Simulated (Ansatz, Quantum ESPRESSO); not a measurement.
# KMgF3 (Pm-3m): Raman and infrared activity, part 3 of 3

Which lines does KMgF3 (Pm-3m) show in Raman and infrared spectra?

Quantum ESPRESSO 8.0 development, patched; DFT LDA, scalar-relativistic, plane waves, PseudoDojo norm-conserving pseudopotentials.

So far, lowest optical zone-centre mode (cm⁻¹): step 6 (modes with the sum rule) 155; step 7 (without ASR) 156; step 8 (ASR crystal) 155.

## Step 10: Cross-check with Ansatz

A second program on the same cell, potentials, cutoff and meshes tests the implementation of the phonon response, not its convergence. Its field response is summed in its own way. Its k mesh is centred on Γ.

This step: DFT LDA, scalar-relativistic, plane waves, PseudoDojo norm-conserving pseudopotentials (Ansatz 0.2.0).

File input.yaml:

```yaml
crystal:
  lattice:
    - [3.9069304164, 0.0, 0.0]
    - [0.0, 3.9069304164, 0.0]
    - [0.0, 0.0, 3.9069304164]
  atoms:
    - { symbol: K, position: [0.5, 0.5, 0.5] }
    - { symbol: Mg, position: [0.0, 0.0, 0.0] }
    - { symbol: F, position: [0.5, 0.0, 0.0] }
    - { symbol: F, position: [0.0, 0.5, 0.0] }
    - { symbol: F, position: [0.0, 0.0, 0.5] }
kpoints:
  mp_grid: { grid: [6, 6, 6] }
hamiltonian:
  xc: lda
  pseudopotentials: { kind: nc, accuracy: standard }
scf:
  occupations: { method: fixed }
output:
  eigenvalues: true
basis:
  ecutwfc: 1142.878
phonons:
  method: dfpt
  dielectric: true
  rigid_motions: translations
  raman: true
```

Command:

```
$ ansatz run input.yaml --threads 8 --pin off --max-ram 16384MiB --backend cpu --events-out ev --progress --plain --runs-dir out
```

What it wrote:

```text
Warning: basis.ecutwfc = 1142.878 eV is below the records' recommended 1142.878222 eV, and the density's cutoff is lower with it unless basis.ecutrho_ratio is high enough to keep the records' density cutoff: compare with a run at a higher cutoff
Engine: ansatz 0.2.0, aarch64-unknown-linux-gnu
Pseudopotentials: kind: nc
Pseudopotential: K, nc, valence charge 9, recommended cutoff 979.609905 eV (normal), K.nc.azcp (PseudoDojo's, or run here from an input of PseudoDojo's; its table is named by hamiltonian.pseudopotentials.accuracy)
Pseudopotential: Mg, nc, valence charge 10, recommended cutoff 1142.878222 eV (normal), Mg.nc.azcp (PseudoDojo's, or run here from an input of PseudoDojo's; its table is named by hamiltonian.pseudopotentials.accuracy)
Pseudopotential: F, nc, valence charge 7, recommended cutoff 1142.878222 eV (normal), F.nc.azcp (PseudoDojo's, or run here from an input of PseudoDojo's; its table is named by hamiltonian.pseudopotentials.accuracy)
Functional definition: SPW92
  exchange = slater_x
  correlation = pw_c
Crystal: 5 atoms, lattice volume = 59.636 Å³
Basis set: ecut = 1142.878 eV, 5185 PW (Γ), exchange–correlation on 90×90×90 points (8 copies of the dense FFT grid, shifted against one another)
Bands: 25, of which v1, the nominal top of the filled ones, is band 20 counted from 1 (19 counted from 0)
Symmetry: 48 space group operations
k-points: 80 of 216 (irreducible under 2 space group operations, time reversal used)
Non-local potential: K, projectors of the file, l = 0: 2, l = 1: 2, l = 2: 2
Non-local potential: Mg, projectors of the file, l = 0: 2, l = 1: 2
Non-local potential: F, projectors of the file, l = 0: 2, l = 1: 2, l = 2: 1
Initial density: superposition of atomic densities (chi_scale 0.1, normalization cell, long waves kept (reshape's long-wave potential 0.00 eV rms))
Initial wavefunctions: pseudopotential atomic-orbital guess
Functional: x = slater, c = lda
SCF iter   1: F=—  HF=-4447.851732 eV  |F-HF|=—  |Δ(HF+E_count)|=         —  Δρ=1.56e-1  dr2=1.06e1  ethr=3.10e-3  ⟨swp⟩=7.2  Hψ=9229  notcnv=0  defer=193
preconditioner: auto → Resta (q_TF=auto, 2.553 Å⁻¹)  ε∞=3.7  [insulator: Δε(μ)=5.290 eV  Ē_g=16.131 eV  n_scr=18 (ndim 8)  ℏωp=26.3 eV  f_vac=0.000  ε∞_Penn≈3.7]
SCF iter   2: F=—  HF=-4444.138428 eV  |F-HF|=—  |Δ(HF+E_count)|=    3.71e0  Δρ=4.60e-2  dr2=1.17e0  ethr=3.10e-3  ⟨swp⟩=4.4  Hψ=5150  notcnv=0  defer=180
SCF iter   3: F=—  HF=-4443.613300 eV  |F-HF|=—  |Δ(HF+E_count)|=   5.25e-1  Δρ=1.91e-2  dr2=2.46e-1  ethr=2.91e-3  ⟨swp⟩=3.1  Hψ=3536  notcnv=0  defer=176
SCF iter   4: F=—  HF=-4443.495732 eV  |F-HF|=—  |Δ(HF+E_count)|=   1.18e-1  Δρ=6.34e-3  dr2=1.28e-2  ethr=6.16e-4  ⟨swp⟩=3.7  Hψ=5123  notcnv=0  defer=204
SCF iter   5: F=—  HF=-4443.493196 eV  |F-HF|=—  |Δ(HF+E_count)|=   2.54e-3  Δρ=1.16e-3  dr2=2.42e-4  ethr=3.19e-5  ⟨swp⟩=4.1  Hψ=3790  notcnv=0  defer=228
SCF iter   6: F=—  HF=-4443.493193 eV  |F-HF|=—  |Δ(HF+E_count)|=   2.90e-6  Δρ=3.19e-4  dr2=2.15e-5  ethr=6.06e-7  ⟨swp⟩=2.3  Hψ=3303  notcnv=0  defer=228
SCF iter   7: F=—  HF=-4443.493179 eV  |F-HF|=—  |Δ(HF+E_count)|=   1.43e-5  Δρ=4.85e-5  dr2=1.11e-6  ethr=5.37e-8  ⟨swp⟩=2.5  Hψ=3001  notcnv=0  defer=223
SCF iter   8: F=—  HF=-4443.493088 eV  |F-HF|=—  |Δ(HF+E_count)|=   9.10e-5  Δρ=1.04e-5  dr2=3.76e-8  ethr=2.77e-9  ⟨swp⟩=2.1  Hψ=3437  notcnv=0  defer=177
SCF iter   9: F=—  HF=-4443.493088 eV  |F-HF|=—  |Δ(HF+E_count)|=   1.08e-8  Δρ=1.07e-6  dr2=4.56e-10  ethr=9.40e-11  ⟨swp⟩=2.1  Hψ=3381  notcnv=0  defer=178
SCF iter  10: F=-4443.493088 eV  HF=-4443.493088 eV  |F-HF|=1.82e-12  |Δ(HF+E_count)|=  1.73e-10  Δρ=1.59e-7  dr2=1.09e-11  ethr=1.00e-12  ⟨swp⟩=18.0  Hψ=16736  notcnv=0
SCF 1 converged in 10 iterations: F = -4443.493088 eV  dr2 = 1.09e-11
DFPT response loops at Γ: preconditioner auto → none (the input reference at scf.mixing.eps_inf says where Resta's filter doesn't serve); β = 0.50; Broyden in place of MSR1
── the response to a field inside a basis, on 6×6×6 k-points: an SCF that follows is theirs, and a resumed run solves both again ──
Bands: 21, of which v1, the nominal top of the filled ones, is band 20 counted from 1 (19 counted from 0)
k-points: 10 of 216
Initial density: handed on by an earlier stage of this run
Initial wavefunctions: pseudopotential atomic-orbital guess (no wavefunctions were taken with the density)
Eigensolver: Dense (10 Hₖ)
SCF iter   1: F=—  HF=-4443.479166 eV  |F-HF|=—  |Δ(HF+E_count)|=         —  Δρ=2.35e-4  dr2=2.49e-6  ethr=1.00e-1
preconditioner: auto → Resta (q_TF=auto, 2.553 Å⁻¹)  ε∞=3.4  [insulator: Δε(μ)=7.902 eV  Ē_g=17.712 eV  n_scr=18 (ndim 8)  ℏωp=27.2 eV  f_vac=0.024  ε∞_Penn≈3.4]
SCF iter   2: F=—  HF=-4443.479170 eV  |F-HF|=—  |Δ(HF+E_count)|=   3.81e-6  Δρ=1.22e-4  dr2=6.84e-7  ethr=6.22e-9
SCF iter   3: F=—  HF=-4443.479171 eV  |F-HF|=—  |Δ(HF+E_count)|=   1.47e-6  Δρ=4.06e-6  dr2=2.99e-9  ethr=1.71e-9
SCF iter   4: F=—  HF=-4443.479171 eV  |F-HF|=—  |Δ(HF+E_count)|=  1.08e-10  Δρ=1.15e-6  dr2=5.12e-10  ethr=7.48e-12
SCF iter   5: F=-4443.479171 eV  HF=-4443.479171 eV  |F-HF|=1.36e-11  |Δ(HF+E_count)|=  1.82e-12  Δρ=4.25e-7  dr2=6.03e-11  ethr=1.28e-12
SCF 1 converged in 5 iterations: F = -4443.479171 eV  dr2 = 6.03e-11
DFPT response loops at Γ: mixed as the last ones told, above
DFPT response loops at Γ: mixed as the last ones told, above
DFPT response loops at Γ: mixed as the last ones told, above
SCF converged after 10 iterations
Free energy (F): -4443.493088 eV
Harris-Foulkes:  -4443.493088 eV  (|F-HF|=1.82e-12)
Internal energy: -4443.493088 eV  (E = F + TS)
E sigma→0 (E₀):  -4443.493088 eV
Fermi energy:    3.052686 eV
--- Per-component energies (eV) ---
  E_band       = -483.981028
  E_kinetic    = 2530.533772
  E_local      = -4070.281471  (includes V_loc(G=0)·N_el)
  E_nonlocal   = -602.742415
  E_hartree    = 1301.445581
  E_xc         = -825.799377
  E_vxc        = -944.382035  (∫ρ·V_xc dr)
  E_ewald      = -2776.649178
  E_smearing   = -0.000000  (= −TS)
  E_closure    = -0.000000  (closes the sum)
  Σ components = -4443.493088   (vs F -4443.493088, Δ=0.00e0)
--- Band table (eV; the first three rows and the last of 80) ---
  k-point 0: bands = [... 16 lower, 2.3537, 2.7261, 2.7261, 2.7261, 10.5234, 12.9564, 12.9564, 15.2558, ... 1 higher]
  k-point 1: bands = [... 16 lower, 2.2897, 2.4367, 2.6639, 2.6639, 11.0287, 13.2270, 13.2880, 15.3960, ... 1 higher]
  k-point 2: bands = [... 16 lower, 2.1658, 2.1658, 2.5370, 2.5370, 12.2333, 13.7980, 13.9206, 15.7255, ... 1 higher]
  k-point 79: bands = [... 16 lower, 1.8592, 3.0527, 3.0527, 3.0527, 13.5161, 13.5161, 13.5161, 17.1921, ... 1 higher]
--- Phonons (Γ-DFPT): 4 representative perturbations + reference, on 80 of 216 k-points (Σ response iterations 12) ---
  k mesh reduced under 2 symmetry operations, with k and −k counted as one. Each operation leaves every solved perturbation unchanged. A smaller set is not considered because the run solves the response to a homogeneous field
  ASR residual: 2.239e-4 → 0.000e0 eV/Å²; symmetrization residual: 8.508e-6 eV/Å²
  ASR residual per site (eV/Å²): 1.65e-4 9.07e-5 2.24e-4 2.24e-4 2.24e-4
  Γ frequencies (cm⁻¹): 0.00 0.00 0.00 155.54 155.54 155.54 185.56 185.56 185.56 285.49 285.49 285.49 516.25 516.25 516.25
  ε∞ (high-frequency dielectric tensor):
        2.158003    -0.000000     0.000000
        0.000000     2.158003     0.000000
        0.000000     0.000000     2.158003
  ε⁰ (static dielectric tensor: ions relaxed, cell fixed):
        6.637676     0.000000     0.000000
        0.000000     6.637676     0.000000
        0.000000     0.000000     6.637676
  ε⁰ − ε∞ (ionic part):
        4.479672     0.000000     0.000000
        0.000000     4.479672     0.000000
        0.000000     0.000000     4.479672
  softest optical mode at Γ: 155.54 cm⁻¹; the repairs (sum rule, projections) moved no ω² at Γ by more than (2.24 cm⁻¹)²
  Born effective charges Z* (e; rows j = field, columns β = displacement):
    site 0:
         1.19512    0.00000    0.00000
         0.00000    1.19512    0.00000
         0.00000    0.00000    1.19512
    site 1:
         1.98927    0.00000    0.00000
        -0.00000    1.98927    0.00000
         0.00000    0.00000    1.98927
    site 2:
        -1.25169    0.00000   -0.00000
         0.00000   -0.96635    0.00000
         0.00000    0.00000   -0.96635
    site 3:
        -0.96635   -0.00000    0.00000
        -0.00000   -1.25169    0.00000
         0.00000    0.00000   -0.96635
    site 4:
        -0.96635   -0.00000   -0.00000
         0.00000   -0.96635    0.00000
         0.00000    0.00000   -1.25169
  Z* charge neutrality: 1.839e-4 e pre-enforcement
  k-mesh period / interband length: 23.4 Å / 0.85 Å = 27.42 at k = (0.0000, 0.0000, 0.0000), direct gap 7.797 eV — 14 or more, which is no proof of convergence
  Raman tensors (in the event stream and the table raman_tensors.tsv): an entry may err by 2.5e-4 Å², one of the second-order susceptibility by 2.0e-20 pm/V (basis, points and sum rule); their sum over the sites missed zero by 1.178e-21 Å² ahead of its enforcement
  optical modes at Γ without the LO–TO term, one row a degenerate level:
      ω (cm⁻¹)  modes    IR ((D/Å)²/amu)  static Raman (Å⁴/amu)  depolarisation
        155.54      3             5.4415                 0.0000               —
        185.56      3             0.0000                 0.0000               —
        285.49      3             8.5182                 0.0000               —
        516.25      3            12.3493                 0.0000               —
  optical modes at Γ + LO–TO along q̂ = [1.0000, 0.0000, 0.0000]:
      ω (cm⁻¹)  modes    IR ((D/Å)²/amu)  static Raman (Å⁴/amu)  depolarisation
        155.54      2             3.6277                 0.0000               —
        185.56      3             0.0000                 0.0000               —
        192.26      1             0.2883                 0.0000               —
        285.49      2             5.6788                 0.0000               —
        349.18      1             1.7134                 0.0000               —
        516.25      2             8.2328                 0.0000               —
        598.88      1             6.7679                 0.0000               —
  optical modes at Γ + LO–TO along q̂ = [0.0000, 1.0000, 0.0000]:
      ω (cm⁻¹)  modes    IR ((D/Å)²/amu)  static Raman (Å⁴/amu)  depolarisation
        155.54      2             3.6277                 0.0000               —
        185.56      3             0.0000                 0.0000               —
        192.26      1             0.2883                 0.0000               —
        285.49      2             5.6788                 0.0000               —
        349.18      1             1.7134                 0.0000               —
        516.25      2             8.2328                 0.0000               —
        598.88      1             6.7679                 0.0000               —
  optical modes at Γ + LO–TO along q̂ = [0.0000, 0.0000, 1.0000]:
      ω (cm⁻¹)  modes    IR ((D/Å)²/amu)  static Raman (Å⁴/amu)  depolarisation
        155.54      2             3.6277                 0.0000               —
        185.56      3             0.0000                 0.0000               —
        192.26      1             0.2883                 0.0000               —
        285.49      2             5.6788                 0.0000               —
        349.18      1             1.7134                 0.0000               —
        516.25      2             8.2328                 0.0000               —
        598.88      1             6.7679                 0.0000               —
```

The job ended after 1.8 min (8 threads of Arm Neoverse V1, shared host; peak memory 3 GiB).

Numbers from this step:

- sum-rule residual before enforcement: 2.24e-4 eV/Å²
- miss of the charge sum rule: 1.84e-4 e
- highest optical zone-centre mode (no LO-TO term): 516.2 cm⁻¹

Transverse modes. Infrared lines, with heights relative to the strongest:

| position (cm⁻¹) | label | IR intensity ((D/Å)²/amu), degenerate modes summed, relative |
| --- | --- | --- |
| 156 | T1u | 44 |
| 186 | T2u | 0.0 |
| 286 | T1u | 69 |
| 516 | T1u | 100 |

## Step 11: The two compared: QE PseudoDojo and Ansatz, PseudoDojo

Numbers from this step:

- root-mean-square difference: 0.1 cm⁻¹
- largest difference: 0.18 cm⁻¹

The 12 of 12 modes that differ most. Frequencies side by side:

```csv
q (reciprocal lattice),mode,QE PseudoDojo (cm⁻¹),"Ansatz, PseudoDojo (cm⁻¹)"
0 0 0,4,155.5,155.5
0 0 0,5,155.5,155.5
0 0 0,6,155.5,155.5
0 0 0,7,185.4,185.6
0 0 0,8,185.4,185.6
0 0 0,9,185.4,185.6
0 0 0,10,285.4,285.5
0 0 0,11,285.4,285.5
0 0 0,12,285.4,285.5
0 0 0,13,516.2,516.2
0 0 0,14,516.2,516.2
0 0 0,15,516.2,516.2
```

The two runs side by side. Further quantities:

```
                                                                               quantity  QE PseudoDojo  Ansatz, PseudoDojo
                                                                                mean ε∞          2.158               2.158
largest Born charge in size (e; the first before, the second after the charge sum rule)          1.989               1.989
                                                       summed IR intensity ((D/Å)²/amu)          26.31               26.31
```

At the zone centre the largest difference (acoustic modes at Γ apart) is 0.03 % of the highest mode.

## Step 12: Summary of results

```yaml
space_group_after_relaxation: Pm-3m
volume_per_atom: 11.9 Å³
gap_on_the_k_mesh: 7.47 eV
highest_optical_zone_centre_mode_no_lo_to_term: 516.2 cm⁻¹
lowest_optical_zone_centre_mode: 155.5 cm⁻¹
highest_mode_moved_by_the_lo_to_term: 598.9 cm⁻¹
mean_high_frequency_dielectric_constant: 2.16
largest_born_charge_in_size_third_of_the_trace: 1.99 e
mean_static_dielectric_constant: 6.64
imaginary_optical_modes_at_the_zone_centre_no_q_mesh_in_this_session: none
largest_difference_from_ansatz_pseudodojo: 0.18 cm⁻¹
```

**Reading.** No mode is Raman active in this structure; the strongest infrared line lies at 516 cm⁻¹. At the LDA level the optical modes of KMgF3 (Pm-3m) at the zone centre (no LO-TO term) run from 155 to 516 cm⁻¹. Along the directions run, the highest mode that the macroscopic field moves lies at 599 cm⁻¹. Lattice motion raises the mean dielectric constant from 2.158 to 6.640. Of the 12 optical modes, 9 are infrared active alone and 3 are silent. QE PseudoDojo and Ansatz, PseudoDojo agree to 0.18 cm⁻¹ (0.03 % of the highest mode compared) on all solved modes but the acoustic ones at Γ, without the LO-TO term. These are harmonic frequencies at zero temperature: anharmonic shifts and linewidths and thermal expansion are left out. The build is a development version in which the Raman tensors of release 7.5 are mended; dynmat.x leaves out the electro-optic term of LO lines.

[Host names and launcher messages were left out of these logs when they were recorded.]

[Logs are printed without paths, hosts, clocks, repeated set-up lines and the standing remarks that a program may print on its own settings, such as how far it seeks lower states.]

[Hosts, paths, dates, database ids (printed as entryN), source tags and the programs' standing remarks are cut or masked in the printed files.]
